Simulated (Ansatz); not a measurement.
# BeInH3 (model cell, started as cubic perovskite with Be in the octahedra): relaxing the cell for a phonon run

Aim: bring BeInH3 (model cell, started as cubic perovskite with Be in the octahedra) to small forces and stress, as phonons need.

Main program and level: Ansatz 0.2.0; DFT LDA, scalar-relativistic, plane waves, PAW; PAW set soft_1.

The structure was built from a prototype and need not be the compound's stable phase.

### 1. The starting structure

Symmetry: Pm-3m, No. 221, cubic system. The conventional cell has a = 3.528 Å, b = 3.528 Å, c = 3.528 Å, α = 90.00°, β = 90.00°, γ = 90.00°. Nearest to In lie 12 H at 2.49 Å. Nearest to Be lie 6 H at 1.76 Å. Nearest to H lie 2 Be at 1.76 Å. Farther neighbours are not listed.

### 2. A coarse first look

A quick single point on a coarse mesh tells whether the cell has a gap and how far it is from rest, which sets the k mesh and smearing that follow.

The input, input.yaml:

```yaml
crystal:
  lattice:
    - [3.528, 0.0, 0.0]
    - [0.0, 3.528, 0.0]
    - [0.0, 0.0, 3.528]
  atoms:
    - { symbol: In, position: [0.0, 0.0, 0.0] }
    - { symbol: Be, position: [0.5, 0.5, 0.5] }
    - { symbol: H, position: [0.5, 0.5, 0.0] }
    - { symbol: H, position: [0.5, 0.0, 0.5] }
    - { symbol: H, position: [0.0, 0.5, 0.5] }
kpoints:
  mp_grid: { grid: [6, 6, 6] }
hamiltonian:
  xc: lda
  pseudopotentials: { kind: paw, azcp: { folder: soft_1 }, xc_functional: pbe }
scf:
  occupations: { method: gaussian, width: 0.1 }
output:
  forces: true
  stress: true
  eigenvalues: true
```

Run with:

```
$ ansatz run input.yaml --threads 4 --pin off --max-ram 16384MiB --backend cpu --events-out ev --progress --plain --runs-dir out
```

Numbers of over 12 decimals in the logs are rounded to 6 here.

Output:

```text
Engine: ansatz 0.2.0, aarch64-unknown-linux-gnu
Pseudopotentials: kind: paw
Pseudopotential: In, paw, valence charge 13, recommended cutoff 420 eV (normal), soft_1/In.paw.azcp
Pseudopotential: Be, paw, valence charge 2, recommended cutoff 420 eV (normal), soft_1/Be.paw.azcp
Pseudopotential: H, paw, valence charge 1, recommended cutoff 420 eV (normal), soft_1/H.paw.azcp
Functional definition: SPW92
  exchange = slater_x
[...]
k-point 0: bands = [... 5 lower, -3.3617, 6.7344, 6.7344, 8.7008, 8.7008, 8.7008, 9.3378, 17.7732, ... 1 higher]
  k-point 1: bands = [... 5 lower, -3.0393, 4.5131, 6.7806, 8.7138, 9.0619, 9.0619, 12.0429, 16.3276, ... 1 higher]
  k-point 2: bands = [... 5 lower, -2.0615, 1.8033, 6.8786, 8.9396, 10.0778, 10.0778, 14.4402, 14.4402, ... 1 higher]
  k-point 19: bands = [... 5 lower, 3.4850, 3.4850, 3.4850, 6.5802, 7.4660, 7.5629, 7.5629, 7.5629, ... 1 higher]
[key lines of the parts left out:]
SCF converged after 6 iterations
Free energy (F): -5590.330188 eV
Fermi energy:    8.137266 eV
P = ⅓ Tr σ = 0.8320 GPa (8.320 kbar)
```

It took 0.4 s on 4 threads of Arm Neoverse V1, shared host; peak memory 0.27 GiB; 1.1 s of CPU time.

Numbers from this step:

```
pressure          : 0.8320 GPa
volume per atom   : 8.782 Å³
gap on the k-mesh : 0 eV
```

The coarse mesh shows no gap and a pressure of 0.8 GPa.

### 3. Bringing the structure to rest

Harmonic phonons are second derivatives at a point where the forces vanish, and they are wanted at zero stress, so atoms and cell are relaxed first.

input.yaml: that of step 2 with these lines changed.

```diff
@@ -12,3 +12,3 @@
 kpoints:
-  mp_grid: { grid: [6, 6, 6] }
+  mp_grid: { grid: [10, 10, 10] }
 hamiltonian:
@@ -22 +22,10 @@
   eigenvalues: true
+  write_density: true
+  write_potential: true
+  elf: true
+  volumetric_format: npy
+relax:
+  adjacent_minimum: "off"
+  f_tol: 0.005
+  max_steps: 80
+  cell: { stress_tol: 0.05 }
```

Output:

```text
[...]
Crystal: 5 atoms, lattice volume = 43.912 Å³
Basis set: ecut = 420 eV, 847 PW (Γ)
Bands: 14, of which v1, the nominal top of the filled ones, is band 9 counted from 1 (8 counted from 0)
Symmetry: 48 space group operations
[...]
k-points: 56 of 1000
[...]
SCF iter   1: F=—  HF=-5590.870079 eV  |F-HF|=—  |Δ(HF+E_count)|=         —  Δρ=4.93e-2  dr2=1.33e0  ethr=3.10e-3  ⟨swp⟩=5.5  Hψ=4588  notcnv=0
[...]
SCF iter   7: F=-5590.342565 eV  HF=-5590.342565 eV  |F-HF|=1.74e-9  |Δ(HF+E_count)|=   1.13e-7  Δρ=5.27e-6  dr2=6.46e-9  ethr=5.56e-10  ⟨swp⟩=11.2  Hψ=5203  notcnv=0
SCF 1 converged in 7 iterations: F = -5590.342565 eV  dr2 = 6.46e-9
[...]
relax step   1: F+E_penalty+E_count = -5590.34256523 eV  Δ(F+E_penalty+E_count) = +0.000e0 eV  max|allowed force component| = 9.680e-31 eV/Å  Δτ_max = 0.0000 Å  P = +0.122 GPa  Ω = 43.912 Å³  (7 SCF iters, dr2 threshold 1.00e-7 eV, accepted)
Crystal: 5 atoms, lattice volume = 44.029 Å³
[...]
iter 1 solved again at ethr=1.35e-7 eV; its pass at ethr=3.10e-3 eV (dr2=2.43e-5 eV) is discarded
[...]
SCF iter   4: F=-5590.342529 eV  HF=-5590.342529 eV  |F-HF|=1.17e-9  |Δ(HF+E_count)|=   7.45e-9  Δρ=5.65e-6  dr2=6.89e-9  ethr=2.06e-10  ⟨swp⟩=6.7  Hψ=3332  notcnv=0
SCF 2 converged in 4 iterations: F = -5590.342529 eV  dr2 = 6.89e-9
relax step   2: F+E_penalty+E_count = -5590.34252864 eV  Δ(F+E_penalty+E_count) = +3.659e-5 eV  max|allowed force component| = 6.730e-31 eV/Å  Δτ_max = 0.0000 Å  P = -0.046 GPa  Ω = 44.029 Å³  energy of the carried Pulay correction = -6.395e-5 eV  (4 SCF iters, dr2 threshold 3.70e-8 eV, accepted)
[...]
SCF iter   1: F=—  HF=-5590.342580 eV  |F-HF|=—  |Δ(HF+E_count)|=         —  Δρ=7.76e-6  dr2=9.45e-9  ethr=3.20e-7  ⟨swp⟩=2.2  Hψ=6378  notcnv=0
eigensolver tolerance schedule: the retry pair's looser diagonalisation over-reported the residual by 6093.63 of it (diagonalisation noise at 1.70 of the residual, at the tolerance the schedule requests for it); recorded, not acted on — ethr = c·dr2/N_el stays at c = 1.0e-1
[...]
SCF iter   2: F=—  HF=-5590.342580 eV  |F-HF|=—  |Δ(HF+E_count)|=   3.21e-7  Δρ=2.71e-6  dr2=1.11e-9  ethr=5.25e-11  ⟨swp⟩=3.4  Hψ=1696  notcnv=0
[...]
SCF iter   4: F=-5590.342580 eV  HF=-5590.342580 eV  |F-HF|=1.18e-11  |Δ(HF+E_count)|=  1.17e-10  Δρ=2.60e-7  dr2=6.41e-12  ethr=1.00e-12  ⟨swp⟩=5.3  Hψ=3095  notcnv=0
SCF 3 converged in 4 iterations: F = -5590.342580 eV  dr2 = 6.41e-12
relax step   3: F+E_penalty+E_count = -5590.34257982 eV  Δ(F+E_penalty+E_count) = -5.119e-5 eV  max|allowed force component| = 6.516e-31 eV/Å  Δτ_max = 0.0000 Å  P = -0.045 GPa  Ω = 44.029 Å³  stress off target by 4.48e-2 GPa  SCF on the basis re-selected at this cell (its energy is not comparable with the rows above)  (4 SCF iters)
basis re-selected at this cell: Δ(F+E_penalty+E_count) = -5.119e-5 eV, ΔP = +0.001 GPa vs the last step (what re-selecting the basis moved, of the pressure what is left beyond the Pulay correction that the steps carried, after the strain that the cell walked since its last selection, with what the two solves' SCF thresholds leave and, on support functions, any second-order correction that the steps lacked; it is no m [...]
SCF converged after 4 iterations
Free energy (F): -5590.342580 eV
[...]
Internal energy: -5590.336600 eV  (E = F + TS)
E sigma→0 (E₀):  -5590.339590 eV
Entropy (-TS):   -0.005979 eV (-1.196 meV/atom)
Fermi energy:    8.191423 eV
[...]
--- Stress (GPa, compression-positive) ---
       -0.044763       0.000000       0.000000
        0.000000      -0.044763      -0.000000
        0.000000      -0.000000      -0.044763
  P = ⅓ Tr σ = -0.0448 GPa (-0.448 kbar)
--- Band table (eV; the first three rows and the last of 56) ---
  k-point 0: bands = [... 5 lower, -3.3797, 6.6839, 6.6839, 8.6680, 8.6680, 8.6680, 9.2850, 17.7178, ... 1 higher]
  k-point 1: bands = [... 5 lower, -3.2643, 5.6029, 6.7013, 8.6181, 8.7987, 8.7987, 10.5969, 17.0535, ... 1 higher]
  k-point 2: bands = [... 5 lower, -2.9156, 3.9086, 6.7480, 8.6990, 9.1834, 9.1834, 12.7349, 15.8796, ... 1 higher]
  k-point 55: bands = [... 5 lower, 3.4452, 3.4452, 3.4452, 6.5401, 7.4262, 7.5350, 7.5350, 7.5350, ... 1 higher]
--- Relaxed structure (2 steps of the walk, 2 accepted, 1 SCFs on fresh bases) ---
  F+E_penalty+E_count = -5590.34257982 eV   max|allowed force component| = 6.516e-31 eV/Å   (the final SCF, on the basis selected at the relaxed cell)
  cell:  # Å, volume = 44.0287 Å³
    - [3.531117, 0, 0]
    - [0, 3.531117, 0]
    - [0, 0, 3.531117]
  atoms:
    - { symbol: In, position: [0, 0, 0] }
    - { symbol: Be, position: [0.5, 0.5, 0.5] }
    - { symbol: H, position: [0.5, 0.5, 0] }
    - { symbol: H, position: [0.5, 0, 0.5] }
    - { symbol: H, position: [0, 0.5, 0.5] }
```

Run time: 2 s. Hardware: 4 threads; peak memory 0.34 GiB.

Little changed from the start: no atom moved by 0.005 Å and no cell edge by 0.1 %.

This step gave:

| Quantity | Value |
| --- | --- |
| pressure | -0.04476 GPa |
| volume per atom | 8.806 Å³ |

Electrostatic potential energy in the ac plane at fractional y = 0.500, with atoms of Be and H within 0.2 Å of it. With pseudopotentials it is smooth inside the atoms' cores, unlike the true potential.

Ten even steps from '0' (-34 eV) to '9' (10 eV), each cell a mean:
```
99999853589999
99999987899999
99999988999999
99999877789999
89998643468998
46887410147985
04886200037873
35887300147885
78998632468998
99999876789999
99999988899999
99999988899999
99999854699999
99999730489999
```
Columns run along a (3.5 Å; values clipped at the 3rd and 97th percentile), rows up along c (3.5 Å). Atoms in or near the plane, at fractional coordinates: Be at (0.50, 0.50), H at (0.50, 0.00), H at (0.00, 0.50).

Valence density in the ac plane at fractional y = 0.500, with atoms of Be and H within 0.2 Å of it. It is the smooth field of the valence electrons, not physical close to the nuclei.

Ten even steps from '_' (0.1 e/Å³) to '@' (1.6 e/Å³), each cell a mean:
```
________..::==**==..________
__________..::--::..________
__________........__________
____________......__________
::....__________________....
++--::..____________....::==
@@++::....__________....--**
**==::..____________....::==
::::..________________....::
..____________..__________..
____________......__________
__________..::::::..________
__________::==++--..________
________..::**@@++::________
```
Columns run along a (3.5 Å), rows up along c (3.5 Å). Atoms in or near the plane, at fractional coordinates: Be at (0.50, 0.50), H at (0.50, 0.00), H at (0.00, 0.50).

ELF in the ac plane at fractional y = 0.500, with atoms of Be and H within 0.2 Å of it. It is the smooth field of the valence electrons, not physical close to the nuclei.

Values, 14 rows by 14 columns, each cell a mean:
```
0.08 0.08 0.11 0.25 0.63 0.92 0.99 0.99 0.98 0.89 0.53 0.19 0.10 0.08
0.10 0.10 0.11 0.21 0.50 0.81 0.94 0.97 0.93 0.76 0.41 0.17 0.11 0.10
0.21 0.19 0.17 0.20 0.37 0.62 0.81 0.87 0.79 0.58 0.31 0.18 0.17 0.19
0.58 0.51 0.39 0.29 0.32 0.43 0.57 0.63 0.54 0.41 0.30 0.31 0.41 0.53
0.92 0.87 0.73 0.53 0.37 0.26 0.19 0.18 0.20 0.28 0.41 0.58 0.76 0.89
0.99 0.98 0.91 0.73 0.46 0.16 0.03 0.01 0.04 0.20 0.54 0.79 0.93 0.98
1.00 0.99 0.96 0.82 0.52 0.13 0.01 0.00 0.01 0.18 0.63 0.87 0.97 0.99
0.99 0.98 0.93 0.76 0.48 0.15 0.02 0.01 0.03 0.19 0.57 0.81 0.94 0.99
0.94 0.90 0.78 0.57 0.39 0.24 0.15 0.13 0.16 0.26 0.43 0.62 0.81 0.92
0.68 0.61 0.47 0.34 0.32 0.39 0.48 0.52 0.46 0.37 0.32 0.37 0.50 0.63
0.27 0.24 0.20 0.21 0.34 0.57 0.76 0.82 0.73 0.53 0.29 0.20 0.21 0.25
0.11 0.11 0.12 0.20 0.47 0.78 0.93 0.96 0.91 0.73 0.39 0.17 0.11 0.11
0.08 0.08 0.11 0.24 0.61 0.90 0.98 0.99 0.98 0.87 0.51 0.19 0.10 0.08
0.07 0.08 0.11 0.27 0.68 0.94 0.99 1.00 0.99 0.92 0.58 0.21 0.10 0.08
```
Columns run along a (3.5 Å), rows up along c (3.5 Å). Atoms in or near the plane, at fractional coordinates: Be at (0.50, 0.50), H at (0.50, 0.00), H at (0.00, 0.50).

In this step the volume went from 8.78 to 8.81 Å³/atom.

### 4. Tight relaxation

Phonons need a cell at rest on their own settings, so the relaxation is repeated with tight tolerances on forces and stress on the k mesh and occupations of the first response run.

The input, input.yaml:

```yaml
crystal:
  lattice:
    - [3.5311166412, 0.0, 0.0]
    - [0.0, 3.5311166412, 0.0]
    - [0.0, 0.0, 3.5311166412]
  atoms:
    - { symbol: In, position: [0.0, 0.0, 0.0] }
    - { symbol: Be, position: [0.5, 0.5, 0.5] }
    - { symbol: H, position: [0.5, 0.5, 0.0] }
    - { symbol: H, position: [0.5, 0.0, 0.5] }
    - { symbol: H, position: [0.0, 0.5, 0.5] }
kpoints:
  mp_grid: { grid: [12, 12, 12] }
hamiltonian:
  xc: lda
  pseudopotentials: { kind: paw, azcp: { folder: soft_1 }, xc_functional: pbe }
scf:
  occupations: { method: methfessel_paxton, width: 0.2 }
output:
  forces: true
  stress: true
  eigenvalues: true
relax:
  adjacent_minimum: "off"
  f_tol: 0.001
  max_steps: 60
  cell: { stress_tol: 0.01 }
```

Output:

```text
[...]
Crystal: 5 atoms, lattice volume = 44.029 Å³
Basis set: ecut = 420 eV, 847 PW (Γ)
Bands: 14, of which v1, the nominal top of the filled ones, is band 9 counted from 1 (8 counted from 0)
[... 1 set-up line as in the run before ...]
[...]
k-points: 84 of 1728
[...]
--- Relaxed structure (3 steps of the walk, 3 accepted, 1 SCFs on fresh bases) ---
[...]
cell:  # Å, volume = 44.0032 Å³
    - [3.530435, 0, 0]
    - [0, 3.530435, 0]
    - [0, 0, 3.530435]
  atoms:
    - { symbol: In, position: [0, 0, 0] }
    - { symbol: Be, position: [0.5, 0.5, 0.5] }
    - { symbol: H, position: [0.5, 0.5, 0] }
    - { symbol: H, position: [0.5, 0, 0.5] }
    - { symbol: H, position: [0, 0.5, 0.5] }
[key lines of the parts left out:]
SCF converged after 4 iterations
Free energy (F): -5590.348994 eV
Fermi energy:    8.216798 eV
P = ⅓ Tr σ = -0.0003 GPa (-0.003 kbar)
```

Run time: 3.2 s. Hardware: 4 threads; peak memory 0.36 GiB.

Little changed from the start: no atom moved by 0.005 Å and no cell edge by 0.1 %.

Numbers from this step:

* pressure: -3.08e-4 GPa
* volume per atom: 8.801 Å³

The forces vanish by symmetry and the pressure is 0.000 GPa, within the tolerances set. The cell now holds 8.80 Å³/atom.

### 5. What came out

| Item | Value |
| --- | --- |
| space group after relaxation (within 0.01 Å) | Pm-3m |
| lattice constant a | 3.530 Å |
| lattice constant b | 3.530 Å |
| lattice constant c | 3.530 Å |
| volume per atom | 8.80 Å³ |

What this shows: The forces vanish by symmetry and the pressure is 0.000 GPa, within the tolerances set. The cell now holds 8.80 Å³/atom. The relaxation keeps the symmetry of its start, so it says nothing on stability against lower symmetry. The PAW files were made for PBE and serve the other functionals too. The starting cell was built on a prototype and not taken from a measurement, so the phase need not exist.

[Logs are printed without paths, hosts, clocks, repeated set-up lines and the standing remarks that a program may print on its own settings, such as how far it seeks lower states.]

[Hosts, paths, dates, database ids (printed as entryN), source tags and the programs' standing remarks are cut or masked in the printed files.]
